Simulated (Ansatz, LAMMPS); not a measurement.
# Amorphous SiO1.8 (101 atoms): geometry optimisation

How does amorphous SiO1.8 (101 atoms) relax, and what do bonds, charges and levels look like afterwards?

Main program and level: Ansatz 0.2.0; Kohn-Sham DFT, PBE, PAW (set soft_2), plane waves.

Report form: the programs' logs are mostly left out.

### 1. Set-up

The cell holds 101 atoms: 36 Si and 65 O. Cell: a = 11.593 Å, b = 11.593 Å, c = 11.593 Å, α = 90.0°, β = 90.0°, γ = 90.0°. 101 atoms (36 Si, 65 O) placed at random at 2.19 g/cm³, melted at 5000 K for 10 ps at fixed volume with the Tersoff Si-O potential (Munetoh et al., Comput. Mater. Sci. 39, 334 (2007)). Quenched from 5000 K to 300 K at 20 K/ps and fixed volume, annealed at 1900 K for 50 ps, held 5 ps, then minimised at fixed cell.

Limits known from the start: The quench rate of 20 K/ps is orders of magnitude faster than experiment, which tends to freeze in extra defects. The network of bonds at the start is that of the classical potential that made the cell. Sampling is at Γ alone, for a cell whose shortest periodic width is 12 Å.

### 2. How the cell was made

A classical potential supplies the starting structure, since it reaches far longer times than DFT.

This step: classical MD, Tersoff Si-O potential (Munetoh et al., Comput. Mater. Sci. 39, 334 (2007)) (LAMMPS 22 Jul 2025 - Update 4).

File in.lmp:

```
# melt-quench of Si36O65
units metal
atom_style atomic
boundary p p p
region box block 0 11.5928 0 11.5928 0 11.5928
create_box 2 box
mass 1 28.0850   # Si
mass 2 15.9990   # O
create_atoms 1 random 36 52745 NULL overlap 1.79 maxtry 2000
create_atoms 2 random 65 52752 NULL overlap 1.79 maxtry 2000
pair_style tersoff
pair_coeff * * SiO.tersoff Si O
neigh_modify delay 0 every 1 check yes
thermo_style custom step time temp pe press density
thermo_modify norm yes
timestep 0.001
thermo 100
min_style cg
minimize 1e-4 1e-4 200 2000
reset_timestep 0
velocity all create 5000 52746 mom yes dist gaussian
fix lim all nve/limit 0.05
fix lan all langevin 5000 5000 0.1 52747 zero yes
thermo 500
run 1000 post no
unfix lim
unfix lan
thermo 1666
fix md all nvt temp 5000 5000 0.1
run 10000 post no
unfix md
thermo 23500
fix md all nvt temp 5000 300 0.1
run 235000 post no
# [... 13 lines left out ...]
thermo 2500
fix md all nvt temp 300 300 0.1
run 5000 post no
unfix md
thermo 100
min_style cg
minimize 0 1e-3 2000 20000
write_dump all custom glass.dump id type xs ys zs modify sort id
```

The run is started by

```sh
lmp -in in.lmp -log none -nocite
```

Run time: 39 s. Hardware: 1 thread of Arm Neoverse V1, shared host; peak memory 0.071 GiB.

### 3. Single point at the start

The forces at the start show how far the geometry lies from a minimum of this functional.

File input.yaml:

```yaml
crystal:
  lattice:
    - [11.5928, 0.0, 0.0]
    - [0.0, 11.5928, 0.0]
    - [0.0, 0.0, 11.5928]
  atoms:
    - { symbol: Si, position: [0.9481, 0.22546, 0.44427] }
    - { symbol: Si, position: [0.58813, 0.30476, 0.13126] }
    - { symbol: Si, position: [0.44659, 0.65622, 0.10294] }
    - { symbol: Si, position: [0.21702, 0.76543, 0.21107] }
    - { symbol: Si, position: [0.33739, 0.21989, 0.07371] }
    - { symbol: Si, position: [0.18027, 0.34842, 0.23494] }
    - { symbol: Si, position: [0.49413, 0.23812, 0.88752] }
    - { symbol: Si, position: [0.98622, 0.33541, 0.82434] }
    - { symbol: Si, position: [0.48883, 0.83481, 0.60662] }
    - { symbol: Si, position: [0.8015, 0.9315, 0.07973] }
    - { symbol: Si, position: [0.05518, 0.55095, 0.1504] }
    - { symbol: Si, position: [0.55302, 0.79354, 0.87075] }
    - { symbol: Si, position: [0.76381, 0.1275, 0.26478] }
    - { symbol: Si, position: [0.81329, 0.19147, 0.67505] }
    - { symbol: Si, position: [0.26069, 0.89284, 0.45241] }
    - { symbol: Si, position: [0.13474, 0.68328, 0.57127] }
    - { symbol: Si, position: [0.21071, 0.15848, 0.42668] }
    - { symbol: Si, position: [0.67483, 0.7403, 0.23302] }
    - { symbol: Si, position: [0.06811, 0.90448, 0.03691] }
    - { symbol: Si, position: [0.90897, 0.57274, 0.69302] }
    - { symbol: Si, position: [0.14256, 0.11918, 0.90342] }
    - { symbol: Si, position: [0.80221, 0.78611, 0.77263] }
    - { symbol: Si, position: [0.3722, 0.04438, 0.28329] }
    - { symbol: Si, position: [0.40515, 0.60746, 0.53211] }
    - { symbol: Si, position: [0.60305, 0.95052, 0.39006] }
    - { symbol: Si, position: [0.06366, 0.88079, 0.7728] }
    - { symbol: Si, position: [0.75022, 0.59009, 0.36031] }
    - { symbol: Si, position: [0.27337, 0.4616, 0.02417] }
    - { symbol: Si, position: [0.68062, 0.04535, 0.85982] }
    - { symbol: Si, position: [0.38581, 0.35639, 0.53191] }
    - { symbol: Si, position: [0.60852, 0.36903, 0.68388] }
    - { symbol: Si, position: [0.00981, 0.48868, 0.38882] }
    - { symbol: Si, position: [0.5016, 0.48453, 0.32168] }
    - { symbol: Si, position: [0.83761, 0.41721, 0.04814] }
    - { symbol: Si, position: [0.66005, 0.63158, 0.61471] }
    - { symbol: Si, position: [0.26724, 0.34836, 0.77885] }
    - { symbol: O, position: [0.49261, 0.84146, 0.75044] }
    - { symbol: O, position: [0.12403, 0.33464, 0.77074] }
    - { symbol: O, position: [0.08441, 0.4587, 0.26119] }
    - { symbol: O, position: [0.10812, 0.67161, 0.20749] }
    - { symbol: O, position: [0.35909, 0.87255, 0.55623] }
    - { symbol: O, position: [0.15309, 0.8705, 0.14294] }
    - { symbol: O, position: [0.2746, 0.0289, 0.39041] }
    - { symbol: O, position: [0.51019, 0.37301, 0.23191] }
    - { symbol: O, position: [0.97823, 0.3655, 0.45487] }
    - { symbol: O, position: [0.06413, 0.2374, 0.90003] }
    - { symbol: O, position: [0.60934, 0.82616, 0.32362] }
    - { symbol: O, position: [0.92001, 0.51718, 0.11095] }
    - { symbol: O, position: [0.51997, 0.69073, 0.58306] }
    - { symbol: O, position: [0.27149, 0.63144, 0.58109] }
    - { symbol: O, position: [0.48562, 0.71296, 0.97004] }
    - { symbol: O, position: [0.33432, 0.11226, 0.16628] }
    - { symbol: O, position: [0.28026, 0.44095, 0.88474] }
    - { symbol: O, position: [0.91976, 0.86764, 0.76386] }
    - { symbol: O, position: [0.17913, 0.22832, 0.30676] }
    - { symbol: O, position: [0.50516, 0.02582, 0.32076] }
    - { symbol: O, position: [0.78944, 0.66315, 0.69362] }
    - { symbol: O, position: [0.69806, 0.38685, 0.07805] }
    - { symbol: O, position: [0.08966, 0.84807, 0.90898] }
    - { symbol: O, position: [0.87264, 0.19893, 0.325] }
    - { symbol: O, position: [0.64152, 0.4991, 0.34692] }
    - { symbol: O, position: [0.26908, 0.16422, 0.95767] }
    - { symbol: O, position: [0.56984, 0.3318, 0.81451] }
    - { symbol: O, position: [0.58362, 0.67967, 0.14354] }
    - { symbol: O, position: [0.92444, 0.23194, 0.74975] }
    - { symbol: O, position: [0.15096, 0.52653, 0.04996] }
    - { symbol: O, position: [0.45873, 0.59362, 0.23773] }
    - { symbol: O, position: [0.91783, 0.45361, 0.7708] }
    - { symbol: O, position: [0.31122, 0.39044, 0.64955] }
    - { symbol: O, position: [0.65296, 0.20152, 0.20914] }
    - { symbol: O, position: [0.11713, 0.01738, 0.79869] }
    - { symbol: O, position: [0.47858, 0.25726, 0.03458] }
    - { symbol: O, position: [0.73216, 0.63716, 0.49212] }
    - { symbol: O, position: [0.69371, 0.80577, 0.86111] }
    - { symbol: O, position: [0.07374, 0.1606, 0.46575] }
    - { symbol: O, position: [0.86571, 0.17076, 0.54594] }
    - { symbol: O, position: [0.36263, 0.25172, 0.82864] }
    - { symbol: O, position: [0.90906, 0.34454, 0.94887] }
    [... 17 atom lines left out ...]
    - { symbol: O, position: [0.31775, 0.24181, 0.47754] }
    - { symbol: O, position: [0.75395, 0.08324, 0.74517] }
    - { symbol: O, position: [0.26692, 0.80524, 0.33846] }
    - { symbol: O, position: [0.09188, 0.03902, 0.00725] }
    - { symbol: O, position: [0.88376, 0.54196, 0.3403] }
    - { symbol: O, position: [0.51149, 0.32537, 0.59054] }
kpoints:
  mp_grid: { grid: [1, 1, 1] }
hamiltonian:
  xc: pbe
scf:
  occupations: { method: gaussian, width: 0.05 }
output:
  forces: true
  stress: true
  populations: true
  dos:
    method: { smearing: { sigma: 0.08 } }
    de: 0.1
    projected: { site_lists: { O: [O], Si: [Si] } }
  eigenvalues: true
```

The run is started by

```sh
ansatz run input.yaml --threads 4 --pin off --max-ram 8192MiB --backend cpu --events-out ev --progress --plain --runs-dir out
```

Wall time 27 s (4 threads of Arm Neoverse V1, shared host); peak memory 1.9 GiB.

The run gave:

```yaml
free_energy: -59822.8159 eV
free_energy_per_atom: -592.3051 eV/atom
scf_cycles: 13
pressure: 0.7807 GPa
r_m_s_force_component: 1.611 eV/Å
longest_force: 7.037 eV/Å
fermi_energy: 5.239 eV
spacing_of_highest_filled_and_lowest_empty_level: 0.1682 eV
spilling_of_the_projection: 0.01439
```

The r.m.s. force component of 1.6 eV/Å and the pressure of 0.78 GPa set the starting point.

Neighbours are counted within 2.16 Å (O-Si), 2.51 Å (Si-Si).

Length of the force by element and coordination:

| element | coordination | atoms | mean length of the force (eV/Å) | spread | least | most |
| --- | --- | --- | --- | --- | --- | --- |
| O | all | 65 | 2.00 | 1.61 | 0.239 | 7.04 |
| O | 2 | 58 | 1.94 | 1.64 | 0.239 | 7.04 |
| O | 3 | 7 | 2.51 | 1.28 | 0.872 | 4.19 |
| Si | all | 36 | 2.85 | 1.35 | 0.765 | 5.92 |
| Si | 3 | 8 | 3.43 | 1.18 | 1.69 | 4.88 |
| Si | 4 | 25 | 2.76 | 1.40 | 0.765 | 5.92 |
| Si | 5 | 3 | 2.04 | 0.595 | 1.27 | 2.72 |

### 4. Relaxation

With the cell held, the atoms are moved downhill towards a nearby minimum.

input.yaml, the sections that differ from step 3:

```yaml
output:
  forces: true
relax:
  f_tol: 0.03
  max_steps: 200
# crystal, kpoints, hamiltonian, scf: as in step 3
```

It took 11 min on 4 threads; peak memory 1.8 GiB; 43 min of CPU time.

Step by step (22 of 55):

| step | energy less that of the first step (eV) | largest force component (eV/Å) |
| --- | --- | --- |
| 1 | 0.0000 | 6.3560 |
| 4 | -21.7603 | 2.0358 |
| 6 | -26.4270 | 1.1015 |
| 9 | -29.3209 | 0.6266 |
| 11 | -30.1985 | 0.5107 |
| 14 | -31.0463 | 0.4883 |
| 16 | -31.6130 | 0.6024 |
| 19 | -32.3721 | 0.6645 |
| 22 | -33.0800 | 0.6593 |
| 24 | -33.3141 | 0.9394 |
| 27 | -33.6755 | 0.1453 |
| 29 | -33.7385 | 0.1438 |
| 32 | -33.8932 | 0.5238 |
| 34 | -34.1933 | 0.5052 |
| 37 | -34.5850 | 0.6126 |
| 40 | -35.3425 | 1.1975 |
| 42 | -36.0477 | 0.7747 |
| 45 | -36.4328 | 0.3294 |
| 47 | -36.4987 | 0.1371 |
| 50 | -36.5443 | 0.0633 |
| 52 | -36.5533 | 0.0468 |
| 55 | -36.5565 | 0.0220 |

Relaxation steps 46, 51, 54 were tried and not accepted.

The atoms that moved most (Å):

| atom | dx | dy | dz | length |
| --- | --- | --- | --- | --- |
| Si6 | 2.699 | -2.196 | 0.403 | 3.503 |
| Si23 | 0.797 | -1.220 | -2.339 | 2.756 |
| O51 | -0.216 | 2.420 | -0.328 | 2.452 |
| O57 | 0.080 | -0.393 | 1.621 | 1.670 |
| Si2 | 1.379 | 0.748 | 0.452 | 1.632 |
| O55 | 1.101 | -0.959 | 0.072 | 1.462 |
| Si20 | 0.137 | -0.128 | 1.449 | 1.461 |
| Si24 | -1.355 | -0.368 | 0.239 | 1.424 |

The relaxation changed the energy by -362 meV/atom, and atoms moved by 0.88 Å r.m.s., 3.5 Å at most.

### 5. Structure statistics after relaxation

Bonds before and after, by the cutoffs listed below:

| pair | bonds before | bonds after | mean before (Å) | mean after (Å) | spread before (Å) | spread after (Å) |
| --- | --- | --- | --- | --- | --- | --- |
| O-Si | 137 | 131 | 1.672 | 1.657 | 0.040 | 0.053 |
| Si-Si | 1 | 3 | 2.444 | 2.342 | 0.000 | 0.058 |

Density 2.19 g/cm³, 15.43 Å³ an atom.

Pair distribution functions g(r), in bins of 0.2 Å:

| r (Å) | total | O-O | O-Si | Si-Si |
| --- | --- | --- | --- | --- |
| 1.50 | 0.24 | 0.00 | 0.54 | 0.00 |
| 1.70 | 5.44 | 0.00 | 11.85 | 0.00 |
| 1.90 | 0.14 | 0.00 | 0.31 | 0.00 |
| 2.10 | 0.03 | 0.00 | 0.06 | 0.00 |
| 2.30 | 0.15 | 0.21 | 0.00 | 0.52 |
| 2.50 | 0.88 | 2.08 | 0.00 | 0.15 |
| 2.70 | 1.77 | 4.18 | 0.10 | 0.00 |
| 2.90 | 0.77 | 1.16 | 0.22 | 1.46 |
| 3.10 | 0.94 | 0.46 | 0.66 | 3.50 |
| 3.30 | 0.74 | 0.48 | 0.67 | 1.79 |
| 3.50 | 0.70 | 0.62 | 0.91 | 0.23 |
| 3.70 | 0.92 | 0.56 | 1.34 | 0.56 |
| 3.90 | 0.92 | 0.52 | 1.35 | 0.63 |
| 4.10 | 1.11 | 0.67 | 1.71 | 0.40 |
| 4.30 | 1.18 | 0.92 | 1.48 | 0.92 |
| 4.50 | 0.94 | 1.00 | 0.90 | 0.94 |
| 4.70 | 0.98 | 1.29 | 0.62 | 1.30 |
| 4.90 | 0.97 | 1.44 | 0.66 | 0.59 |
| 5.10 | 1.10 | 1.44 | 0.76 | 1.22 |
| 5.30 | 1.07 | 1.16 | 0.92 | 1.29 |
| 5.50 | 0.94 | 0.77 | 1.02 | 1.23 |
| 5.70 | 0.96 | 0.96 | 0.91 | 1.15 |

Bonds by pair of elements; cutoffs follow the first minimum of g(r), held within bounds set by covalent radii, and pairs that aren't listed don't count as bonded:

| pair A-B | cutoff (Å) | bonds | mean length (Å) | spread (Å) | shortest (Å) | B about A | A about B |
| --- | --- | --- | --- | --- | --- | --- | --- |
| O-Si | 2.08 | 131 | 1.66 | 0.053 | 1.57 | 2.02 | 3.64 |
| Si-Si | 2.51 | 3 | 2.34 | 0.058 | 2.26 | 0.167 | 0.167 |

How many atoms have how many bonded neighbours:

| element | mean | 2 | 3 | 4 | 5 |
| --- | --- | --- | --- | --- | --- |
| O | 2.02 | 64 | 1 | 0 | 0 |
| Si | 3.81 | 3 | 3 | 28 | 2 |

Bond angles, per cent of each kind in bins of 5°:

| angle (°) | O-Si-O | Si-O-Si | O-Si-Si |
| --- | --- | --- | --- |
| 80–85 | 0.5 | 0.0 | 0.0 |
| 85–90 | 2.2 | 0.0 | 5.6 |
| 90–95 | 5.0 | 0.0 | 11.1 |
| 95–100 | 3.9 | 0.0 | 16.7 |
| 100–105 | 19.2 | 0.0 | 16.7 |
| 105–110 | 26.4 | 0.0 | 5.6 |
| 110–115 | 24.7 | 1.5 | 11.1 |
| 115–120 | 7.1 | 4.5 | 5.6 |
| 120–125 | 7.7 | 7.5 | 16.7 |
| 125–130 | 1.7 | 11.9 | 0.0 |
| 130–135 | 0.0 | 14.9 | 5.6 |
| 135–140 | 0.5 | 6.0 | 0.0 |
| 140–145 | 0.0 | 13.4 | 5.6 |
| 145–150 | 0.0 | 13.4 | 0.0 |
| 150–155 | 0.0 | 6.0 | 0.0 |
| 155–160 | 0.0 | 6.0 | 0.0 |
| 160–165 | 0.0 | 7.5 | 0.0 |
| 165–170 | 0.0 | 3.0 | 0.0 |
| 170–175 | 1.1 | 1.5 | 0.0 |
| 175–180 | 0.0 | 3.0 | 0.0 |

Bond angles (no mean is given where the spread exceeds 20°):

| angle | count | mean (°) | spread (°) |
| --- | --- | --- | --- |
| O-Si-O | 182 | 109 | 10.8 |
| Si-O-Si | 67 | 142 | 15.1 |
| O-Si-Si | 18 | 109 | 14.5 |

Oxygen atoms by the number of network formers (Si, P, Ge, B, Al, As, Ga) bound to them:

| network formers bound to O | O atoms | per cent |
| --- | --- | --- |
| 0 | 0 | 0 |
| 1 | 0 | 0 |
| 2 | 64 | 98.5 |
| 3 | 1 | 1.5 |

Network units: each former by its oxygen neighbours and how many of them bridge to another former:

| former | O neighbours | bridging O | atoms |
| --- | --- | --- | --- |
| Si | 2 | 2 | 3 |
| Si | 3 | 3 | 9 |
| Si | 4 | 4 | 22 |
| Si | 5 | 5 | 2 |

Bond length by coordination (bonds to H left out):

| element | coordination | atoms | mean bond length (Å) |
| --- | --- | --- | --- |
| O | 2 | 64 | 1.65 |
| O | 3 | 1 | 1.85 |
| Si | 2 | 3 | 1.74 |
| Si | 3 | 3 | 1.63 |
| Si | 4 | 28 | 1.69 |
| Si | 5 | 2 | 1.73 |

Rings of the network by King's shortest-path rule, up to 12 atoms, one path for each pair of neighbours; H, halogens, alkali and alkaline-earth atoms are left out, and the last column divides by all other atoms, bonded or not:

| ring size (atoms) | rings | per network atom |
| --- | --- | --- |
| 5 | 1 | 0.01 |
| 6 | 1 | 0.01 |
| 7 | 1 | 0.01 |
| 8 | 6 | 0.059 |
| 9 | 1 | 0.01 |
| 10 | 7 | 0.069 |
| 11 | 6 | 0.059 |
| 12 | 13 | 0.129 |

For some of the pairs, g(r) has its first main peak near 2.7 Å (O-O), 1.6 Å (O-Si) and 3.1 Å (Si-Si). With the cutoffs above, 98 % of O atoms have 2 and 78 % of Si atoms have 4 bonded neighbours. The O-Si-O angle averages 109° with a spread of 11°. 98 % of the oxygens bridge two formers (Si) and 0 % are non-bridging; 2 % join three. The commonest Si unit has 4 oxygens, 4 of them shared with other formers (22 of 36 atoms). Rings of 12 atoms are the most common (36 % of those counted); sizes run from 5 to 12, where the search stops.

(Continued in part 2 of 2.)

[Logs are printed without paths, hosts, clocks, repeated set-up lines and the standing remarks that a program may print on its own settings, such as how far it seeks lower states.]

[Hosts, paths, dates, database ids (printed as entryN), source tags and the programs' standing remarks are cut or masked in the printed files.]
